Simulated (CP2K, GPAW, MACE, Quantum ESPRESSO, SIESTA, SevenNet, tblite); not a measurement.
# GPAW runs on twisted graphene bilayer, 46.83° (76 atoms)

Aim: run twisted graphene bilayer, 46.83° (76 atoms) in GPAW and see how near its forces come to a plane-wave reference, and at what cost.

Calculated with GPAW 26.7.0; the method is named at each step.

## 1. The structure

The cell holds 76 atoms: 76 C. Cell: a = 10.723 Å, b = 10.723 Å, c = 17.430 Å, α = 90.0°, β = 90.0°, γ = 120.0°. It derives from C (graphene). Graphene (a = 2.46 Å) under graphene (a = 2.46 Å), bilayer, commensurate cell of 19 unit cells a layer, twist 46.83 deg; facing planes 3.43 Å apart as built; 14 Å of vacuum; minimised with a classical potential. Then every atom was moved at random, 0.02 Å r.m.s. a Cartesian component. Regions: layer 1, 38 atoms (38 C); layer 2, 38 atoms (38 C). Vacuum lies along c.

The yardstick, on the same geometry:

```
method                 : Kohn-Sham DFT, PBE, SSSP efficiency 1.3.0 pseudopotentials, plane waves (Quantum ESPRESSO 7.5); sssp-pbe-1.3.0-efficiency, cutoffs 45/360 Ry, Γ point
r.m.s. force component : 1.21 eV/Å
longest force          : 4.887 eV/Å
time                   : 2.1 min on 4 MPI ranks of Arm Neoverse V1, shared host
CPU time               : 8.3 min
```

## 2. PBE, LCAO dzp, h 0.2 Å

Method: Kohn-Sham DFT, PBE, PAW, atomic orbitals (dzp).

The input, run.py:

```python
import numpy as np
from ase.io import read
from gpaw import GPAW, FermiDirac

atoms = read("structure.xyz")
atoms.calc = GPAW(
    mode="lcao",
    basis="dzp",
    h=0.2,
    xc="PBE",
    kpts={"size": (1, 1, 1), "gamma": True},
    occupations=FermiDirac(0.05),
    maxiter=200,
    symmetry={"point_group": False},
    txt="gpaw.txt",
)
energy = atoms.get_potential_energy(force_consistent=True)
forces = atoms.get_forces()
print(f"energy {energy:.6f} eV")
print("forces (eV/A)")
for i, (a, f) in enumerate(zip(atoms, forces)):
    print(f"{i:4d} {a.symbol:2s} {f[0]:10.5f} {f[1]:10.5f} {f[2]:10.5f}")
print(f"Fermi level {atoms.calc.get_fermi_level():.4f} eV")
for k in range(len(atoms.calc.get_ibz_k_points())):
    for s in range(atoms.calc.get_number_of_spins()):
        e = atoms.calc.get_eigenvalues(kpt=k, spin=s)
        n = np.searchsorted(e, atoms.calc.get_fermi_level())
        print(f"k {k} spin {s} levels about the Fermi level:", np.round(e[max(n - 6, 0):n], 4).tolist(), "|", np.round(e[n:n + 6], 4).tolist())
```

The input, structure.xyz:

```xyz
76
Lattice="10.72290 0.00000 0.00000 -5.36145 9.28630 0.00000 0.00000 0.00000 17.43000" Properties=species:S:1:pos:R:3 pbc="T T T"
C -2.26082 7.17942 7.00198
C -1.42507 6.04260 7.02568
C 2.82827 0.30961 7.01540
C -1.71872 8.46437 7.03789
C 0.60799 1.31643 7.02690
C 1.39167 0.19771 6.99379
C 0.26271 3.74888 7.03056
C 1.16461 2.61725 7.00181
C 0.03871 6.18579 7.00599
C 0.86512 5.08351 7.01714
C -0.25644 8.65010 7.00215
C 0.54338 7.48039 7.02812
C 2.55226 2.75822 7.00337
C 3.41481 1.61507 7.00616
C 2.24725 5.20525 7.00442
C 3.08943 4.07882 6.99971
C 1.96679 7.65934 6.99030
C 2.82012 6.50505 7.01505
C 7.06698 0.80930 7.01558
C 2.52814 8.98190 7.04381
C 4.79024 1.78706 7.04172
C 5.65327 0.64196 7.01191
C 4.52185 4.20744 7.02115
C 5.31845 3.12837 7.00076
C 4.25774 6.65642 6.99048
C 5.08185 5.52507 7.04782
C 3.94378 9.12360 7.00878
C 4.77003 7.99950 7.03353
C 6.76620 3.27946 7.02255
C 7.59390 2.12721 6.99849
C 6.48741 5.67922 7.02133
C 7.30004 4.54286 7.02812
C -4.54136 8.13777 7.03701
C -3.69243 6.99686 7.02290
C 9.05565 2.23995 7.04102
C 9.87649 1.18800 7.03614
C -1.97907 4.74818 7.02952
C -1.09840 3.57643 7.05863
C 7.90369 0.34201 10.44946
C 7.35789 1.62705 10.41338
C 6.21896 4.23492 10.38462
C 5.64175 5.55135 10.37242
C 5.90515 1.79105 10.41233
C 5.34070 3.10562 10.39647
C 0.27510 8.61648 10.42837
C 5.09038 0.65747 10.38532
C 4.21340 5.68219 10.39612
C 3.70417 7.01218 10.39996
C 3.95380 3.23525 10.41355
C 3.39905 4.57536 10.39037
C 3.66621 0.83363 10.39874
C 3.08793 2.10511 10.39787
C 2.24227 7.16271 10.40954
C 1.70285 8.51452 10.45504
C 1.96899 4.72998 10.40571
C 1.40207 6.01854 10.43743
[... 16 atom lines left out ...]
C 8.21245 2.77735 10.39612
C 7.59755 4.10167 10.41983
C 6.48349 6.67276 10.42000
C 5.93727 7.97489 10.39316
```

The run is started by

```console
OMP_NUM_THREADS=1 python run.py > output.txt
```

Numbers of over 12 decimals in the logs are rounded to 6 here.

Output:

```text
energy -679.886135 eV
forces (eV/A)
   0 C    -1.08947   -0.73890    0.28142
   1 C     1.50248   -0.45026   -0.30240
   2 C    -1.03803    1.09596   -0.16855
   3 C     2.28902    0.60283   -0.50279
   4 C    -2.65777    1.38669   -0.26860
   5 C     1.68176   -3.04251    0.37421
   6 C     3.04147    0.67886   -0.13989
   7 C    -1.53949    0.17565    0.17864
   8 C    -3.18305    0.58446    0.24526
   9 C    -1.24134   -2.69958   -0.09901
  10 C    -2.41684   -1.38027    0.38360
  11 C     1.85046    1.33987   -0.54142
  12 C     0.81427    0.67839   -0.20927
  13 C    -1.63703   -0.12611    0.12813
  14 C     1.11990    0.65228   -0.02235
  15 C     0.99049   -1.02346    0.06932
  16 C     0.25010   -0.26405    0.56255
  17 C     0.51396    0.68553   -0.46418
  18 C    -1.21264    1.38771   -0.07858
  19 C     0.95936   -1.65997   -0.67065
  20 C     1.34870    0.41648   -0.59979
  21 C     0.01798    1.05968    0.05318
  22 C    -2.65885    3.17473   -0.07270
  23 C     3.04083   -3.56109    0.32844
[...]
68 C     0.24812    2.06779    0.36407
  69 C    -0.06486   -0.38113   -0.25411
  70 C    -1.51672   -1.14408    0.23932
  71 C    -2.59441   -0.85120   -0.02974
  72 C    -1.32701    0.24990    0.52268
  73 C     2.47326   -1.02341   -0.26703
  74 C     1.20690    0.62558   -0.32053
  75 C    -0.88999    0.94279    0.86726
Fermi level -0.5574 eV
k 0 spin 0 levels about the Fermi level: [-2.2152, -2.1777, -2.1437, -2.1075, -2.0539, -1.9869] | [1.7478, 1.788, 1.9371, 1.9497, 1.9748, 2.0146]
```

gpaw.txt:

```text
Input parameters:
  mode=LCAO(),
  basis={'default': 'dzp'},
  h=0.2,
  kpts=MonkhorstPack(size=(1, 1, 1), gamma=True),
  maxiter=200,
  occupations=Occupations(name='fermi-dirac', width=0.05, fixmagmom=False),
  symmetry=Symmetry(point_group=False),
  xc=XC(name='PBE')
Unit cell  # Å
| periodic |         x |        y |         z |   lengths |     angles |
|----------|-----------|----------|-----------|-----------|------------|
|      yes | 10.722900 | 0.000000 |  0.000000 | 10.722900 |  90.000000 |
|      yes | -5.361450 | 9.286300 |  0.000000 | 10.722897 |  90.000000 |
|      yes |  0.000000 | 0.000000 | 17.430000 | 17.430000 | 120.000010 |
Number of symmetries: 1
Symmetry operations  # r_c * U_cc + t_c -> r_c
|   | kind |            matrix            |
|---|------|------------------------------|
| 0 |  E   |  1, 0, 0,  0, 1, 0,  0, 0, 1 |
BZ-sampling:
  Number of BZ points: 1
  Number of IBZ points: 1
  Monkhorst-Pack size: [1, 1, 1]
  Monkhorst-Pack shift: [0, 0, 0]
[... lines left out ...]
      Number of RI-basis functions 0
Reference energy: -78099.736776  # eV
eigensolver:
density mixing:
  MSR1-Mixer
occupation numbers:
  Fermi-Dirac:
    width: 0.0500  # eV
FastPoissonSolver using
    Stencil: 8*3+1=25 point O(h^6) finite-difference Laplacian
xc functional:
  name: PBE with 2 nearest neighbor stencil
interpolation: tri-quintic # 5. degree polynomial
Initialization done in: 7.934 s
convergence criteria:
- Maximum [total energy] change in last 3 cyles: 0.0005 eV / valence electron
- Maximum integral of absolute [dens]ity change: 0.0001 electrons / valence electron
- Maximum integral of absolute [eigenst]ate change: 4e-08 eV^2 / valence electron
maximum number of iterations: 200
SCF iterations
|iter     |      energy | eigst |  dens |
|---------|-------------|-------|-------|
|iter:   1| -691.253174 |      c|       |
|iter:   2| -689.557387 |      c| -0.91 |
|iter:   3| -679.726353 |      c| -0.93 |
|iter:   4| -679.872548 |      c| -1.58 |
|iter:   5| -679.918609 |      c| -2.17 |
|iter:   6| -679.886250c|      c| -2.57 |
|iter:   7| -679.886196c|      c| -3.67 |
|iter:   8| -679.886136c|      c| -3.90 |
|iter:   9| -679.886135c|      c| -4.39c|
Converged in 9 steps
SCF loop duration: 52.777 s (5.864 s/step)
Energy contributions relative to reference atoms: (reference = -78099.736776)
Energy contributions:
  Kinetic:         567.095689
  Coulomb:        -589.138620
  Zero:             13.685476
  External:          0.000000
  Xc:             -671.528680
  Entropy:          -0.000000
  Spinorbit:         0.000000
  ----------------------------
  Free energy:    -679.886135
  Extrapolated:   -679.886135
dipole moment: (-0.937723, 2.321990, -0.001030)  # |e|*Ang
Fermi level: -0.557
Eigenvalues  # (at kpt = [0.000, 0.000, 0.000])
| band index |      eig [eV] | occ [0-2] |
|------------|---------------|-----------|
|          0 |       -19.903 |     2.000 |
|        ... |               |           |
|        144 |        -2.702 |     2.000 |
|        145 |        -2.643 |     2.000 |
[...]
|        159 |         2.103 |     0.000 |
|        ... |               |           |
|        186 |         7.762 |     0.000 |
Gap: 3.735 eV
Transition (v -> c):
  (s=0, k=0, n=151, [0.00, 0.00, 0.00]) -> (s=0, k=0, n=152, [0.00, 0.00, 0.00])
No difference between direct/indirect transitions
Force computation time: 14.797  # s
timing:  # [seconds]
  Total:  75.560  # ━━━━━━━━━━━━━━━━━━━━━━━━━━━━━━━━━━━━━━━━━━━━━━━━━━━━━━━━━
  Init:    7.933  # ━━━━━━
  SCF:    52.777  # ━━━━━━━━━━━━━━━━━━━━━━━━━━━━━━━━━━━━━━━━
  Forces: 14.797  # ━━━━━━━━━━━
```

Wall time 77 s (1 thread of Arm Neoverse V1, shared host); peak memory 0.92 GiB.

Banners, paths, timers and routine set-up lines are dropped from the logs unmarked, and long logs keep their key lines alone; longer cuts are marked.

Against the reference:

```
r.m.s. force component                  : 1.288 eV/Å
r.m.s. difference of force components   : 91.08 meV/Å
longest difference of force vectors     : 387.3 meV/Å
force difference over r.m.s. force      : 7.527 %
slope of forces against the reference's : 1.063
correlation of force components         : 0.9993
```

A closer look about C35, which bears the longest force: 10 atoms, nearest first, numbered in the order of the input, with positions taken from that point.

```tsv
atom	x	y	z	distance (Å)	bonds	Fx	Fy	Fz (eV/Å)
C35	0.00	0.00	0.00	0.00	3	-3.01	4.28	-0.15
C36	0.82	-1.05	0.00	1.33	3	2.39	-4.50	-0.21
C38	0.57	1.34	0.02	1.45	3	-2.72	0.49	-0.34
C30	-1.46	-0.11	-0.04	1.47	3	1.71	-0.40	0.34
C27	0.25	-2.40	-0.03	2.42	3	-0.16	1.68	0.35
C7	1.93	1.51	-0.01	2.45	3	3.04	0.68	-0.14
C19	-1.99	-1.43	-0.03	2.45	3	-1.21	1.39	-0.08
C5	2.28	-0.92	-0.01	2.46	3	-2.66	1.39	-0.27
C29	-2.29	1.04	-0.02	2.51	3	-1.56	-1.95	-0.30
C37	-0.31	2.51	-0.01	2.53	3	-0.16	-1.78	0.10
```

Atoms are counted from 1 here, from 0 in the log.

Forces lie 7.5 % from the reference's, at 0.16 times its CPU time (on 1 against 4 cores).

## 3. PBE, plane waves 450 eV

Method: Kohn-Sham DFT, PBE, PAW, plane waves.

run.py: that of step 2 with these lines changed.

```diff
@@ -2,3 +2,4 @@
 from ase.io import read
-from gpaw import GPAW, FermiDirac
+from gpaw import GPAW, FermiDirac, PW
+from ase.parallel import parprint as print
 
@@ -6,5 +7,3 @@
 atoms.calc = GPAW(
-    mode="lcao",
-    basis="dzp",
-    h=0.2,
+    mode=PW(450),
     xc="PBE",
@@ -14,2 +13,3 @@
     symmetry={"point_group": False},
+    nbands=184,
     txt="gpaw.txt",
```

structure.xyz is that of step 2.

The run is started by

```console
OMP_NUM_THREADS=1 mpirun -np 2 gpaw python run.py > output.txt
```

Output:

```text
energy -700.085895 eV
forces (eV/A)
   0 C    -0.99819   -0.67317    0.29885
   1 C     1.32529   -0.53523   -0.32647
   2 C    -0.93815    1.03246   -0.17383
   3 C     2.07320    0.58728   -0.54404
   4 C    -2.47652    1.30591   -0.30294
   5 C     1.59629   -2.86246    0.38697
[...]
73 C     2.31958   -0.98230   -0.27381
  74 C     1.05125    0.60994   -0.32015
  75 C    -0.83727    0.89020    0.93110
Fermi level -0.4795 eV
k 0 spin 0 levels about the Fermi level: [-2.2798, -2.2417, -2.2092, -2.173, -2.1194, -2.0535] | [1.6549, 1.6898, 1.8354, 1.8471, 1.8719, 1.9109]
```

gpaw.txt:

```text
Input parameters:
  mode=PW(ecut=450.000000),
  kpts=MonkhorstPack(size=(1, 1, 1), gamma=True),
  maxiter=200,
  nbands=184,
  occupations=Occupations(name='fermi-dirac', width=0.05, fixmagmom=False),
[... lines left out ...]
  Converge bands: occupied
[... lines left out ...]
  Fermi-Dirac:
[... lines left out ...]
convergence criteria:
- Maximum [total energy] change in last 3 cyles: 0.0005 eV / valence electron
[... lines left out ...]
Converged in 12 steps
[... lines left out ...]
  Free energy:    -700.085895
[... lines left out ...]
Fermi level: -0.479
[... lines left out ...]
|        ... |               |           |
|        144 |        -2.785 |     2.000 |
|        145 |        -2.726 |     2.000 |
[...]
|        159 |         1.999 |     0.000 |
|        ... |               |           |
|        183 |         5.015 |     0.000 |
Gap: 3.708 eV
Transition (v -> c):
  (s=0, k=0, n=151, [0.00, 0.00, 0.00]) -> (s=0, k=0, n=152, [0.00, 0.00, 0.00])
No difference between direct/indirect transitions
Force computation time: 5.390  # s
```

It took 2 min on 2 MPI ranks; peak memory 1.4 GiB.

Against the reference:

```yaml
r_m_s_force_component: 1.213 eV/Å
r_m_s_difference_of_force_components: 4.712 meV/Å
longest_difference_of_force_vectors: 23.79 meV/Å
force_difference_over_r_m_s_force: 0.3894 %
slope_of_forces_against_the_reference_s: 1.002
correlation_of_force_components: 1
```

Against the first run (7.5 %), the force difference from the reference is 0.39 %, at 3.1 times the CPU time (on 2 against 1 cores).

## 4. PBE, LCAO dzp, h 0.16 Å

Method: Kohn-Sham DFT, PBE, PAW, atomic orbitals (dzp).

run.py: that of step 3 with these lines changed.

```diff
@@ -2,4 +2,3 @@
 from ase.io import read
-from gpaw import GPAW, FermiDirac, PW
-from ase.parallel import parprint as print
+from gpaw import GPAW, FermiDirac
 
@@ -7,3 +6,5 @@
 atoms.calc = GPAW(
-    mode=PW(450),
+    mode="lcao",
+    basis="dzp",
+    h=0.16,
     xc="PBE",
@@ -13,3 +14,2 @@
     symmetry={"point_group": False},
-    nbands=184,
     txt="gpaw.txt",
```

structure.xyz is that of step 3.

The run is started by

```console
OMP_NUM_THREADS=1 python run.py > output.txt
```

Output:

```text
energy -685.831896 eV
forces (eV/A)
   0 C    -1.11191   -0.70781    0.27407
   1 C     1.50310   -0.47227   -0.28195
   2 C    -1.01957    1.10566   -0.15523
   3 C     2.29789    0.62218   -0.49995
   4 C    -2.67557    1.42887   -0.26910
   5 C     1.67062   -3.07108    0.36933
[...]
73 C     2.48848   -1.00400   -0.27303
  74 C     1.21682    0.58596   -0.30531
  75 C    -0.91422    0.95109    0.87817
Fermi level -0.5635 eV
k 0 spin 0 levels about the Fermi level: [-2.2177, -2.1803, -2.146, -2.1101, -2.0566, -1.9896] | [1.744, 1.7846, 1.9336, 1.9461, 1.9711, 2.0107]
```

gpaw.txt:

```text
Input parameters:
  mode=LCAO(),
  basis={'default': 'dzp'},
  h=0.16,
  kpts=MonkhorstPack(size=(1, 1, 1), gamma=True),
  maxiter=200,
  occupations=Occupations(name='fermi-dirac', width=0.05, fixmagmom=False),
[... lines left out ...]
  Fermi-Dirac:
[... lines left out ...]
convergence criteria:
- Maximum [total energy] change in last 3 cyles: 0.0005 eV / valence electron
[... lines left out ...]
Converged in 9 steps
[... lines left out ...]
  Free energy:    -685.831896
[... lines left out ...]
Fermi level: -0.564
[... lines left out ...]
|        ... |               |           |
|        186 |         7.758 |     0.000 |
Gap: 3.734 eV
Transition (v -> c):
  (s=0, k=0, n=151, [0.00, 0.00, 0.00]) -> (s=0, k=0, n=152, [0.00, 0.00, 0.00])
No difference between direct/indirect transitions
Force computation time: 20.216  # s
timing:  # [seconds]
  Total:  115.464  # ━━━━━━━━━━━━━━━━━━━━━━━━━━━━━━━━━━━━━━━━━━━━━━━━━━━━━━━━
  Init:    12.312  # ━━━━━━
  SCF:     82.909  # ━━━━━━━━━━━━━━━━━━━━━━━━━━━━━━━━━━━━━━━━
  Forces:  20.216  # ━━━━━━━━━━
```

It took 1.9 min on 1 thread; peak memory 1.6 GiB.

Numbers from this run, and their distance from the reference:

```yaml
r_m_s_force_component: 1.29 eV/Å
r_m_s_difference_of_force_components: 94.36 meV/Å
longest_difference_of_force_vectors: 383.3 meV/Å
force_difference_over_r_m_s_force: 7.798 %
slope_of_forces_against_the_reference_s: 1.065
correlation_of_force_components: 0.9992
energy_less_the_same_level_run_s: -78.23 meV/atom
r_m_s_force_difference_from_the_same_level_run: 18.35 meV/Å
```

Against the first run (7.5 %), the force difference from the reference is 7.8 %, at 1.5 times the CPU time: the change moves forces by 18 meV/Å r.m.s., so most of the difference comes from elsewhere.

(Continued in part 2 of 2.)

[Also dropped from logs without a mark: logging warnings of Python, and SIESTA's first energy breakdown and zero terms.]

[Logs are printed without paths, hosts, clocks, repeated set-up lines and the standing remarks that a program may print on its own settings, such as how far it seeks lower states.]

[Hosts, paths, dates, database ids (printed as entryN), source tags and the programs' standing remarks are cut or masked in the printed files.]
